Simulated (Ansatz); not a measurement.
# TlBiSe3 (model cell, started as cubic perovskite with Bi in the octahedra): a soft mode frozen in, part 3 of 3

Which phase does TlBiSe3 (model cell, started as cubic perovskite with Bi in the octahedra) fall into along its unstable mode, and how much energy does it gain?

Ansatz 0.2.0; DFT PBEsol, scalar-relativistic, plane waves, PAW; PAW set soft_1.

So far. Step 5 (Energy along the mode, all amplitudes (two of the runs …): The lowest of the steps tried is the last one, at 0.6 Å, 51.7 meV/atom below the parent; the bottom of the well need not coincide with a step. Step 7 (The new phase in its own primitive cell): The largest force component left is 0.55 meV/Å and the pressure is 0.002 GPa, within the tolerances set. The cell now holds 29.22 Å³/atom. The relaxed cell has a, b, c = 7.795, 4.299, 8.719 Å (conventional setting).

The structure was built from a prototype and need not be the compound's stable phase.

### 8. Modes of the new phase, k-mesh 6×8×4

A relaxed structure may still be a saddle point, so its zone-centre modes are computed. No field response is asked, since the mesh shows no gap.

The input, input.yaml:

```yaml
crystal:
  lattice:
    - [7.7952293971, 0.0, 0.0]
    - [0.0, 4.2986646029, 0.0]
    - [0.0, 0.0, 8.7186229204]
  atoms:
    - { symbol: Tl, position: [0.25, 0.0, 0.3299301217] }
    - { symbol: Tl, position: [0.75, 0.0, 0.6700698783] }
    - { symbol: Bi, position: [0.25, 0.5, 0.7352743357] }
    - { symbol: Bi, position: [0.75, 0.5, 0.2647256643] }
    - { symbol: Se, position: [0.5, 0.5, 0.0] }
    - { symbol: Se, position: [0.0, 0.5, 0.5] }
    - { symbol: Se, position: [0.0, 0.5, 0.0] }
    - { symbol: Se, position: [0.5, 0.5, 0.5] }
    - { symbol: Se, position: [0.25, 0.0, 0.9580331746] }
    - { symbol: Se, position: [0.75, 0.0, 0.0419668254] }
kpoints:
  mp_grid: { grid: [6, 8, 4] }
hamiltonian:
  xc: pbesol
  pseudopotentials: { kind: paw, azcp: { folder: soft_1 }, xc_functional: pbe }
scf:
  occupations: { method: methfessel_paxton, width: 0.2 }
output:
  eigenvalues: true
phonons:
  method: dfpt
```

The run is started by

```
ansatz run input.yaml --threads 4 --pin off --max-ram 16384MiB --backend cpu --events-out ev --progress --plain --runs-dir out
```

Numbers of over 12 decimals in the logs are rounded to 6 here.

The program printed:

```text
zone centre: on kpoints.mp_grid the ground state, and the responses unless they are solved on pairs of k-points, stand on 70 of the mesh's 192 k-points, reduced under 2 symmetry operations, with k and −k counted as one. Each operation leaves every solved displacement unchanged or reverses it
[...]
Crystal: 10 atoms, lattice volume = 292.153 Å³
Basis set: ecut = 420 eV, 5693 PW (Γ), exchange–correlation on 108×60×120 points (8 copies of the dense FFT grid, shifted against one another)
Bands: 92, of which v1, the nominal top of the filled ones, is band 76 counted from 1 (75 counted from 0)
Symmetry: 8 space group operations
k-points: 70 of 192 (irreducible under 2 space group operations, time reversal used)
[...]
SCF iter   1: F=—  HF=-79637.021507 eV  |F-HF|=—  |Δ(HF+E_count)|=         —  Δρ=4.71e-2  dr2=4.39e1  ethr=3.10e-3  ⟨swp⟩=7.0  Hψ=25069  notcnv=0
[...]
SCF iter  13: F=-79630.193735 eV  HF=-79630.193735 eV  |F-HF|=1.46e-11  |Δ(HF+E_count)|=  1.46e-11  S|Δr|=    0.00e0  Δρ=3.78e-8  dr2=2.71e-12  ethr=1.00e-12  ⟨swp⟩=12.8  Hψ=37851  notcnv=0
SCF 1 converged in 13 iterations: F = -79630.193735 eV  dr2 = 2.71e-12
[...]
DFPT response loops at Γ: preconditioner auto → Kerker (q_TF=auto, 2.447 Å⁻¹) (partly filled bands, converged f_vac=0.054); β = 1.00, the filter's whole step (`scf.mixing.beta` (0.50) is not read by the response loops under this deck's `scf.mixing.preconditioner`; to damp them name `kerker` or `kerker_dos`, under which they read `scf.mixing.beta`, and type it under 1.00, their step now; both keys bind the ground state too); Broyden in place of MSR1
SCF converged after 13 iterations
[...]
Free energy (F): -79630.193735 eV
[...]
Internal energy: -79630.195134 eV  (E = F + TS)
E sigma→0 (E₀):  -79630.194084 eV
Entropy (-TS):   0.001399 eV (0.140 meV/atom)
Fermi energy:    8.141217 eV
[...]
--- Band table (eV; the first three rows and the last of 70) ---
  k-point 0: bands = [... 72 lower, 6.7729, 6.9957, 7.2269, 7.7683, 8.2977, 8.3165, 8.6613, 9.1307, ... 12 higher]
  k-point 1: bands = [... 72 lower, 6.8778, 6.9933, 7.3684, 7.7755, 8.3798, 8.6596, 9.3446, 9.3576, ... 12 higher]
  k-point 2: bands = [... 72 lower, 6.9316, 6.9909, 7.3462, 7.7580, 8.2102, 9.2770, 9.8055, 9.9410, ... 12 higher]
  k-point 69: bands = [... 72 lower, 6.7092, 6.7092, 7.9889, 7.9889, 8.7758, 8.7758, 9.2871, 9.2871, ... 12 higher]
--- Phonons (Γ-DFPT): 15 representative perturbations + reference, on 70 of 192 k-points (Σ response iterations 53) ---
  k mesh reduced under 2 symmetry operations, with k and −k counted as one. Each operation leaves every solved displacement unchanged or reverses it
  ASR residual: 3.307e-4 → 0.000e0 eV/Å²; symmetrization residual: 1.025e-4 eV/Å²
  ASR residual per site (eV/Å²): 1.89e-4 1.89e-4 3.31e-4 3.31e-4 1.65e-4 3.94e-5 1.65e-4 3.94e-5 1.67e-4 1.67e-4
  Γ frequencies (cm⁻¹): -90.78 -85.82 -25.36 -17.07 -14.54 0.00 0.00 0.00 28.07 31.74 36.46 40.82 44.59 46.69 53.00 57.35 59.64 65.89 74.51 74.64 77.09 88.65 101.11 106.38 114.91 118.52 130.91 145.81 159.84 162.05
  non-analytic LO–TO correction: not included (Born effective charges unavailable; polar crystals: no LO–TO splitting at Γ)
```

The job ended after 17 min (4 threads of Arm Neoverse V2, shared host; peak memory 5.4 GiB; 67 min of CPU time).

This step gave:

```
sum-rule residual before enforcement                    : 3.31e-4 eV/Å²
point group                                             : mmm
highest optical mode at the zone centre (no LO-TO term) : 162.1 cm⁻¹
lowest optical zone-centre mode                         : -90.78 cm⁻¹
```

Patterns of degenerate modes are one choice out of their space. The modes at Γ (shares of kinetic energy by element, %) (negative means imaginary):

```
mode  frequency (cm⁻¹)  symmetry  Tl %  Bi %  Se %
   1             -90.8       B3g     0    13    87
   2             -85.8        Au     0     0   100
   3             -25.4       B3u     5    20    75
   4             -17.1       B3u    28    28    44
   5             -14.5       B2u    36    12    52
   6               0.0  acoustic    31    32    36
   7               0.0  acoustic    31    32    36
   8               0.0  acoustic    31    32    36
   9              28.1       B3g   100     0     0
  10              31.7       B1u    17    37    46
  11              36.5       B2g    90    10     0
  12              40.8        Ag    80     7    13
  13              44.6       B2u    32     6    61
  14              46.7       B3u    12     7    81
  15              53.0        Au     0     0   100
  16              57.4       B1u    43     1    56
  17              59.6       B3u    24     1    75
  18              65.9       B1u     0    15    85
  19              74.5       B2u     0    45    55
  20              74.6       B3g     0    87    13
  21              77.1       B2g     8    55    37
  22              88.7        Ag    20    31    49
  23             101.1       B2g     2    35    63
  24             106.4       B1u     8     1    91
  25             114.9        Ag     0    62    38
  26             118.5       B3u     0    11    89
  27             130.9       B1u     1    14    86
  28             145.8       B3u     0     0   100
  29             159.8       B2u     0     5    95
  30             162.1       B1u     0     0   100
```

Displacements in mode 1 (-90.8 cm⁻¹), the largest set to 1:
```
Tl1  0.00  0.02  0.00
Tl2  0.00 -0.02  0.00
Bi3  0.00 -0.24  0.00
Bi4  0.00  0.24  0.00
Se5  0.00  0.00  0.00
Se6  0.00  0.00  0.00
Se7  0.00  0.00  0.00
Se8  0.00  0.00  0.00
Se9  0.00 -1.00  0.00
Se10 0.00  1.00  0.00
```

Displacements in mode 17 (59.6 cm⁻¹), the largest set to 1:
```
Tl1 -0.46  0.00  0.00
Tl2 -0.46  0.00  0.00
Bi3  0.11  0.00  0.00
Bi4  0.11  0.00  0.00
Se5  0.11  0.00 -0.28
Se6  0.80  0.00 -1.00
Se7  0.11  0.00  0.28
Se8  0.80  0.00  1.00
Se9  0.00  0.00  0.00
Se10 0.00  0.00  0.00
```

Before it was imposed, the acoustic sum rule was missed by 3.3e-4 eV/Å². Small misses are needed for a sound result but don't prove that mesh and cutoff are converged. The lowest optical mode is imaginary, 90.8i cm⁻¹, so the energy falls along it.

### 9. Summary of results

| Item | Value |
| --- | --- |
| unstable mode of the parent | q = (0, -0.5, -0.5), 89i cm⁻¹ |
| depth at the lowest point sampled | 51.7 meV/atom |
| largest atomic shift at that point | 0.6 Å |
| space group reached (within 0.01 Å) | Pmma |
| energy gained over the parent (first relaxation, on the mesh of the frozen mode) | 252 meV/atom |
| volume per atom, phase reached | 29.2 Å³ |
| lowest optical zone-centre mode, phase reached | -90.8 cm⁻¹ |
| highest optical mode at the zone centre (no LO-TO term), phase reached | 162 cm⁻¹ |

What this shows: Along this mode the structure falls into Pmma, 252 meV/atom below the parent. At the parent's cell the well is 51.69 meV/atom deep on the steps tried, with its lowest point at a shift of 0.6 Å. That is the last step tried, so the steps alone don't bracket the bottom of the well. Relaxing atoms and cell changes the gain by +200.09 meV/atom against the lowest step (energies at zero smearing). Most of the total comes from this relaxation. The new phase still has an imaginary mode at the zone centre of its cell, so it is a saddle point on the way to a lower structure. Of the 4 patterns followed to their end from this parent, this one reaches the lowest energy. Each path keeps the symmetry of its pattern, so a lower phase may lie along a pattern not tried. With no gap, or one that is small against the smearing, the frequencies hang on the k mesh and the smearing, most of all near Kohn anomalies. Spin-orbit coupling is left out, which can matter for the heavy elements here. The PAW files were made for PBE and serve the other functionals too. A phonon run warned that its eigensolver left some bands unconverged in a pass. The starting cell was built on a prototype and not taken from a measurement, so the phase need not exist.

[Logs are printed without paths, hosts, clocks, repeated set-up lines and the standing remarks that a program may print on its own settings, such as how far it seeks lower states.]

[Hosts, paths, dates, database ids (printed as entryN), source tags and the programs' standing remarks are cut or masked in the printed files.]
